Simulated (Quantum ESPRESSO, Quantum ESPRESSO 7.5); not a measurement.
# Nb(100), 5 layers: vacuum convergence

Wanted: the cheapest sound input for Nb(100), 5 layers, from a series that sets result against time.

Program: Quantum ESPRESSO 7.5. Level of theory: plane-wave DFT, PBE, GBRV ultrasoft pseudopotentials. Results are calculated unless marked as measured.

**1. Set-up**

The cell holds 5 atoms: 5 Nb. Cell: a = 3.300 Å, b = 3.300 Å, c = 30.600 Å, α = 90.0°, β = 90.0°, γ = 90.0°. It derives from Nb. Vacuum lies along c.

**2. Self-consistent run: 24 Å of vacuum**

The first run is the reference of the series.

c0.in

```
&control
  prefix = 'c0'
  outdir = './out'
  pseudo_dir = './pseudo'
  calculation = 'scf'
  tprnfor = .true.
/
&system
  ibrav = 0
  nat = 5
  ntyp = 1
  ecutwfc = 40
  ecutrho = 200
  occupations = 'smearing'
  smearing = 'mv'
  degauss = 0.02
/
&electrons
  conv_thr = 1e-07
  mixing_beta = 0.4
  electron_maxstep = 120
  mixing_mode = 'local-TF'
/
ATOMIC_SPECIES
  Nb  92.9064  nb_pbe_v1.uspp.F.UPF
CELL_PARAMETERS angstrom
  3.30000000000000 0.00000000000000 0.00000000000000
  0.00000000000000 3.30000000000000 0.00000000000000
  0.00000000000000 0.00000000000000 30.60000000000000
ATOMIC_POSITIONS crystal
  Nb  0.000000000000 0.000000000000 0.392156862745
  Nb  0.500000000000 0.500000000000 0.446078431373
  Nb  0.000000000000 0.000000000000 0.500000000000
  Nb  0.500000000000 0.500000000000 0.553921568627
  Nb  0.000000000000 0.000000000000 0.607843137255
K_POINTS automatic
  8 8 1 0 0 0
```

Command:

```bash
> OMP_NUM_THREADS=1 mpirun -n 4 pw.x -nk 4 -in c0.in > c0.out
```

What it wrote:

```text
Program PWSCF v.7.5 starts
[citation notice left out]

     Parallel version (MPI & OpenMP), running on       4 processor cores
     Number of MPI processes:                 4
     Threads/MPI process:                     1

     MPI processes distributed on     1 nodes
[...]
Current dimensions of program PWSCF are:
     Max number of different atomic species (ntypx) = 10
     Max number of k-points (npk) =  40000
     Max angular momentum in pseudopotentials (lmaxx) =  4
     Message from routine setup:
     using ibrav=0 with symmetry is DISCOURAGED, use correct ibrav instead

     K-points division:     npool     =       4
     Subspace diagonalization in iterative solution of the eigenvalue problem:
     a serial algorithm will be used

     G-vector sticks info
     --------------------
     sticks:   dense  smooth     PW     G-vecs:    dense   smooth      PW
     Sum         621     497    145               107233    76945   13113

     Using Slab Decomposition

     bravais-lattice index     =            0
     lattice parameter (alat)  =       6.2361  a.u.
     unit-cell volume          =    2248.7745 (a.u.)^3
     number of atoms/cell      =            5
     number of atomic types    =            1
     number of electrons       =        65.00
     number of Kohn-Sham states=           40
     kinetic-energy cutoff     =      40.0000  Ry
     charge density cutoff     =     200.0000  Ry
     scf convergence threshold =      1.0E-07
     mixing beta               =       0.4000
     number of iterations used =            8  local-TF  mixing
     Exchange-correlation= SLA  PW   PBE  PBE
                           (   1   4   3   4   0   0   0)

     celldm(1)=   6.236096  celldm(2)=   0.000000  celldm(3)=   0.000000
     celldm(4)=   0.000000  celldm(5)=   0.000000  celldm(6)=   0.000000

     crystal axes: (cart. coord. in units of alat)
               a(1) = (   1.000000   0.000000   0.000000 )
               a(2) = (   0.000000   1.000000   0.000000 )
               a(3) = (   0.000000   0.000000   9.272727 )

     reciprocal axes: (cart. coord. in units 2 pi/alat)
               b(1) = (  1.000000  0.000000  0.000000 )
               b(2) = (  0.000000  1.000000  0.000000 )
               b(3) = (  0.000000  0.000000  0.107843 )

     PseudoPot. # 1 for Nb read from file:
     ./pseudo/nb_pbe_v1.uspp.F.UPF
     Pseudo is Ultrasoft + core correction, Zval = 13.0
     Generated by new atomic code, or converted to UPF format
     Using radial grid of  887 points,  6 beta functions with:
                l(1) =   0
                l(2) =   0
                l(3) =   1
                l(4) =   1
                l(5) =   2
                l(6) =   2
     Q(r) pseudized with  6 coefficients,  rinner =    1.000   1.000   1.000
                                                       1.000   1.000

     atomic species   valence    mass     pseudopotential
     Nb               13.00    92.90640     Nb( 1.00)

     16 Sym. Ops., with inversion, found

   Cartesian axes

     site n.     atom                  positions (alat units)
         1        Nb     tau(   1) = (   0.0000000   0.0000000   3.6363636  )
         2        Nb     tau(   2) = (   0.5000000   0.5000000   4.1363636  )
         3        Nb     tau(   3) = (   0.0000000   0.0000000   4.6363636  )
         4        Nb     tau(   4) = (   0.5000000   0.5000000   5.1363636  )
         5        Nb     tau(   5) = (   0.0000000   0.0000000   5.6363636  )

     number of k points=    15  Marzari-Vanderbilt smearing, width (Ry)=  0.0200
                       cart. coord. in units 2pi/alat
        k(    1) = (   0.0000000   0.0000000   0.0000000), wk =   0.0312500
        k(    2) = (   0.0000000   0.1250000   0.0000000), wk =   0.1250000
        k(    3) = (   0.0000000   0.2500000   0.0000000), wk =   0.1250000
        k(    4) = (   0.0000000   0.3750000   0.0000000), wk =   0.1250000
        k(    5) = (   0.0000000  -0.5000000   0.0000000), wk =   0.0625000
        k(    6) = (   0.1250000   0.1250000   0.0000000), wk =   0.1250000
        k(    7) = (   0.1250000   0.2500000   0.0000000), wk =   0.2500000
        k(    8) = (   0.1250000   0.3750000   0.0000000), wk =   0.2500000
        k(    9) = (   0.1250000  -0.5000000   0.0000000), wk =   0.1250000
        k(   10) = (   0.2500000   0.2500000   0.0000000), wk =   0.1250000
[...]
k(   15) = (  -0.5000000  -0.5000000   0.0000000), wk =   0.0312500

     Dense  grid:   107233 G-vectors     FFT dimensions: (  30,  30, 270)

     Smooth grid:    76945 G-vectors     FFT dimensions: (  25,  25, 240)

     Estimated max dynamical RAM per process >     186.93 MB

     Estimated total dynamical RAM >     669.18 MB

     Initial potential from superposition of free atoms

     starting charge      64.9863, renormalised to      65.0000

     negative rho (up, down):  7.135E-03 0.000E+00
     Starting wfcs are   65 randomized atomic wfcs

     total cpu time spent up to now is        1.7 secs

     per-process dynamical memory:    90.9 Mb

     Self-consistent Calculation

     iteration #  1     ecut=    40.00 Ry     beta= 0.40
     Davidson diagonalization with overlap
     ethr =  1.00E-02,  avg # of iterations =  2.0

     negative rho (up, down):  4.484E-03 0.000E+00

     total cpu time spent up to now is        4.6 secs

     total energy              =    -589.51559191 Ry
     estimated scf accuracy    <       5.41964713 Ry

     iteration #  2     ecut=    40.00 Ry     beta= 0.40
[...]
negative rho (up, down):  2.401E-03 0.000E+00

[...]
total energy              =    -589.19161974 Ry
     estimated scf accuracy    <       2.26520953 Ry

     iteration #  3     ecut=    40.00 Ry     beta= 0.40
[...]
negative rho (up, down):  4.076E-03 0.000E+00

[...]
total energy              =    -588.95038612 Ry
     estimated scf accuracy    <       2.29569066 Ry

     iteration #  4     ecut=    40.00 Ry     beta= 0.40
[...]
negative rho (up, down):  1.512E-03 0.000E+00

[...]
total energy              =    -589.67160595 Ry
     estimated scf accuracy    <       8.20601834 Ry

     iteration #  5     ecut=    40.00 Ry     beta= 0.40
[...]
negative rho (up, down):  1.549E-03 0.000E+00

[...]
total energy              =    -589.70664478 Ry
     estimated scf accuracy    <       5.97500963 Ry

[...]
total energy              =    -589.76512288 Ry
     estimated scf accuracy    <       5.93592742 Ry

     iteration #  9     ecut=    40.00 Ry     beta= 0.40
[...]
negative rho (up, down):  4.353E-03 0.000E+00

[...]
total energy              =    -589.92571669 Ry
     estimated scf accuracy    <       6.43449188 Ry

     iteration # 10     ecut=    40.00 Ry     beta= 0.40
[...]
negative rho (up, down):  2.753E-03 0.000E+00

[...]
total energy              =    -589.89842395 Ry
     estimated scf accuracy    <       8.12386440 Ry

     iteration # 11     ecut=    40.00 Ry     beta= 0.40
[...]
negative rho (up, down):  3.395E-04 0.000E+00

[...]
total energy              =    -588.97435727 Ry
     estimated scf accuracy    <       8.07162964 Ry

     iteration # 12     ecut=    40.00 Ry     beta= 0.40
[...]
negative rho (up, down):  2.943E-04 0.000E+00

[...]
total energy              =    -589.45700434 Ry
     estimated scf accuracy    <       0.17377347 Ry

     iteration # 13     ecut=    40.00 Ry     beta= 0.40
[...]
negative rho (up, down):  3.175E-04 0.000E+00

[...]
total energy              =    -589.51707891 Ry
     estimated scf accuracy    <       1.32355969 Ry

     iteration # 14     ecut=    40.00 Ry     beta= 0.40
[...]
negative rho (up, down):  2.563E-04 0.000E+00

[...]
total energy              =    -589.45099424 Ry
     estimated scf accuracy    <       1.24700659 Ry

[...]
iteration # 27     ecut=    40.00 Ry     beta= 0.40
[...]
negative rho (up, down):  8.263E-03 0.000E+00

[...]
total energy              =    -589.40846065 Ry
     estimated scf accuracy    <       0.00008188 Ry

     iteration # 28     ecut=    40.00 Ry     beta= 0.40
[...]
negative rho (up, down):  7.509E-03 0.000E+00

[...]
total energy              =    -589.40844793 Ry
     estimated scf accuracy    <       0.00003798 Ry

     iteration # 29     ecut=    40.00 Ry     beta= 0.40
[...]
negative rho (up, down):  7.314E-03 0.000E+00

[...]
total energy              =    -589.40845238 Ry
     estimated scf accuracy    <       0.00009184 Ry

     iteration # 30     ecut=    40.00 Ry     beta= 0.40
[...]
negative rho (up, down):  7.307E-03 0.000E+00

[...]
total energy              =    -589.40845318 Ry
     estimated scf accuracy    <       0.00001343 Ry

     iteration # 31     ecut=    40.00 Ry     beta= 0.40
[...]
negative rho (up, down):  7.256E-03 0.000E+00

[...]
total energy              =    -589.40845495 Ry
     estimated scf accuracy    <       0.00000231 Ry

     iteration # 32     ecut=    40.00 Ry     beta= 0.40
[...]
negative rho (up, down):  7.261E-03 0.000E+00

[...]
total energy              =    -589.40845548 Ry
     estimated scf accuracy    <       0.00000047 Ry

     iteration # 33     ecut=    40.00 Ry     beta= 0.40
[...]
negative rho (up, down):  7.250E-03 0.000E+00

[...]
total energy              =    -589.40845537 Ry
     estimated scf accuracy    <       0.00000081 Ry

     iteration # 34     ecut=    40.00 Ry     beta= 0.40
[...]
negative rho (up, down):  7.242E-03 0.000E+00

[...]
End of self-consistent calculation

          k = 0.0000 0.0000 0.0000 (  9557 PWs)   bands (ev):

   -52.7496 -52.7485 -52.1491 -52.0187 -51.8505 -28.9071 -28.8960 -28.7406
   -28.7406 -28.7248 -28.7248 -28.4110 -28.2452 -28.2452 -28.1565 -27.9324
   -27.9324 -27.7295 -27.6240 -27.6240  -3.2381  -2.0226  -1.2714  -1.1248
    -0.6945  -0.4335  -0.3422   0.9671   2.3435   2.4034   2.4834   2.4834
     2.5691   2.5691   2.7541   2.8067   3.2253   3.2253   3.4166   4.5391

          k = 0.0000 0.1250 0.0000 (  9585 PWs)   bands (ev):

   -52.7447 -52.7438 -52.1371 -52.0180 -51.8595 -28.9209 -28.9032 -28.7903
   -28.7811 -28.7249 -28.7124 -28.3884 -28.3436 -28.2278 -28.0799 -27.9804
   -27.9387 -27.6916 -27.6498 -27.6496  -2.9395  -1.8007  -1.0791  -0.8958
    -0.6276  -0.4276  -0.0532   1.0108   1.9951   2.0689   2.1980   2.2897
     2.3465   2.7249   2.8538   2.8572   2.9955   3.8826   3.9061   3.9509

          k = 0.0000 0.2500 0.0000 (  9629 PWs)   bands (ev):

   -52.7327 -52.7322 -52.1037 -52.0162 -51.8858 -28.9531 -28.9522 -28.8887
   -28.8880 -28.6871 -28.6815 -28.4427 -28.3941 -28.1746 -28.0555 -28.0064
   -27.9550 -27.7233 -27.6794 -27.6553  -2.1475  -1.3396  -0.7478  -0.6575
    -0.5214  -0.2135   0.8131   1.4852   1.5093   1.5628   1.7280   2.1099
     2.3478   2.4262   2.4848   3.4305   3.6367   3.7150   3.9992   4.0764

          k = 0.0000 0.3750 0.0000 (  9672 PWs)   bands (ev):

   -52.7208 -52.7206 -52.0571 -52.0146 -51.9251 -29.0265 -29.0163 -28.9636
   -28.9567 -28.6498 -28.6487 -28.5183 -28.4182 -28.0904 -28.0860 -27.9800
   -27.9731 -27.8317 -27.6749 -27.6509  -1.3050  -1.2094  -0.8459  -0.4066
    -0.1944   0.4989   1.0238   1.0467   1.6520   1.7586   1.8847   1.9638
     2.1256   2.7228   2.8202   3.3087   3.5818   3.9334   4.0906   4.1643

          k = 0.0000-0.5000 0.0000 (  9652 PWs)   bands (ev):

   -52.7158 -52.7158 -52.0244 -52.0139 -51.9548 -29.0602 -29.0481 -29.0069
   -28.9629 -28.6346 -28.6345 -28.5546 -28.4240 -28.1084 -27.9955 -27.9813
   -27.9628 -27.9302 -27.6682 -27.6553  -1.2682  -1.2067  -0.5998  -0.2761
     0.0636   0.8562   0.8826   1.0783   1.2745   1.8527   1.9076   1.9567
     2.1734   2.7695   3.0034   3.0824   3.9078   4.2528   4.2802   4.3173

          k = 0.1250 0.1250 0.0000 (  9623 PWs)   bands (ev):

   -52.7400 -52.7393 -52.1257 -52.0169 -51.8675 -28.9242 -28.9088 -28.7855
   -28.7791 -28.7659 -28.7624 -28.3854 -28.3274 -28.2913 -28.0464 -27.9840
   -27.9573 -27.7019 -27.6795 -27.6326  -2.6530  -1.5582  -0.8112  -0.7460
    -0.4622  -0.1274  -0.0594   0.9035   1.6605   1.8329   1.9233   2.2259
     2.4755   2.5131   2.6272   2.8352   3.1477   3.7961   3.9195   4.1293

[...]
the Fermi energy is     2.3016 ev

!    total energy              =    -589.40845536 Ry
     estimated scf accuracy    <       0.00000007 Ry
     smearing contrib. (-TS)   =      -0.00095964 Ry
     internal energy E=F+TS    =    -589.40749571 Ry

     The total energy is F=E-TS. E is the sum of the following terms:
     one-electron contribution =   -7138.54142736 Ry
     hartree contribution      =    3565.82148584 Ry
     xc contribution           =     -91.74482224 Ry
     ewald contribution        =    3075.05726804 Ry

     convergence has been achieved in  34 iterations

     negative rho (up, down):  7.242E-03 0.000E+00

     Forces acting on atoms (cartesian axes, Ry/au):

     atom    1 type  1   force =     0.00000000    0.00000000    0.04595290
     atom    2 type  1   force =     0.00000000    0.00000000   -0.04772549
     atom    3 type  1   force =     0.00000000    0.00000000    0.00000000
     atom    4 type  1   force =     0.00000000    0.00000000    0.04772549
     atom    5 type  1   force =     0.00000000    0.00000000   -0.04595290

     Total force =     0.093695     Total SCF correction =     0.000414

[...]
=------------------------------------------------------------------------------=
   JOB DONE.
=------------------------------------------------------------------------------=
```

Wall time 98 s (4 MPI ranks of Arm Neoverse V1, shared host); peak memory 0.61 GiB; 6.5 min of CPU time.

This step gave:

```
free energy  : -8019.3106 eV
Fermi energy : 2.302 eV
```

The program's own clock; routines nest. Time by routine:

```
     routine  wall time (s)  calls
       PWSCF          96.99      1
   electrons          94.68      1
     c_bands          59.65     34
     cegterg          54.24    136
       h_psi          36.74    515
        fftw          30.45  29850
    vloc_psi           27.7    515
     mix_rho          14.89     34
    sum_band          12.75     34
        ffts           8.43   4126
      calbec           6.52    667
  add_vuspsi           4.48    515
       s_psi           4.44    515
h_psi:calbec           4.42    515
```

The run needed 34 iterations to bring the estimated error under 1e-07 Ry; the largest force on any atom, held or free, is 1.23 eV/Å.

**3. Potential by pp.x**

plot_num = 11 writes the bare and Hartree potential. It leaves out exchange and correlation, which fade slowly, so it flattens close to the surface.

c0.pot.in

```
&inputpp
  prefix = 'c0'
  outdir = './out'
  filplot = 'c0.pot.dat'
  plot_num = 11
/
```

Command:

```bash
> OMP_NUM_THREADS=1 mpirun -n 4 pp.x -in c0.pot.in > c0.pot.out
```

What it wrote:

```text
[banner, memory and clock lines left out]
Program POST-PROC v.7.5 starts

          URL

     ./out/c0.save/

     IMPORTANT: XC functional enforced from input :
     Exchange-correlation= PBE
                           (   1   4   3   4   0   0   0)
     Any further DFT definition will be discarded
     Please, verify this is what you really want

     negative rho (up, down):  7.242E-03 0.000E+00

     Calling punch_plot, plot_num =  11
     Writing data to file  c0.pot.dat
     Message from routine chdens:
     namelist plot not found or invalid, exiting
```

It took 0.94 s on 4 MPI ranks; peak memory 0.11 GiB.

This step gave:

* potential in the middle of the vacuum, over the Fermi level: 3.751 eV

The potential energy, planar mean oscillates, so the rows of the table below give means over windows of 1.7 Å about each position, cut where the curve ends. Its maxima inside the range that stand out by 2 % of the span (Å: eV): 12.8: -6.56, 14.5: -6.69, 16.1: -6.69, 17.8: -6.56. Its minima: 12.0: -21.7, 13.6: -21.2, 15.3: -21.5, 17.0: -21.2, 18.6: -21.7.

Electrostatic potential energy of an electron; zero at the Fermi level. Potential energy, planar mean against z; means over each step:

```
z (Å)  potential energy, planar mean (eV)
 0.85                                3.75
 2.55                                3.75
 4.25                                3.75
 5.95                                3.75
 7.65                                3.74
 9.35                                3.50
11.05                               -4.46
12.75                               -14.2
14.45                               -14.1
16.15                               -14.1
17.85                               -14.2
19.55                               -4.46
21.25                                3.50
22.95                                3.74
24.65                                3.75
26.35                                3.75
28.05                                3.75
29.75                                3.75
```

Inside the slab this potential holds the local part of the pseudopotentials, which can be repulsive at the nuclei; only its value in the vacuum has a meaning of its own.

(Part 1 of 3 ends here.)

[Logs are printed without paths, hosts, clocks, repeated set-up lines and the standing remarks that a program may print on its own settings, such as how far it seeks lower states.]

[Hosts, paths, dates, database ids (printed as entryN), source tags and the programs' standing remarks are cut or masked in the printed files.]

[Maps of the electrostatic potential energy from Ansatz leave out the sawtooth potential of an applied field or a dipole correction, so their vacuum need not be flat; planar profiles and work functions include it.]
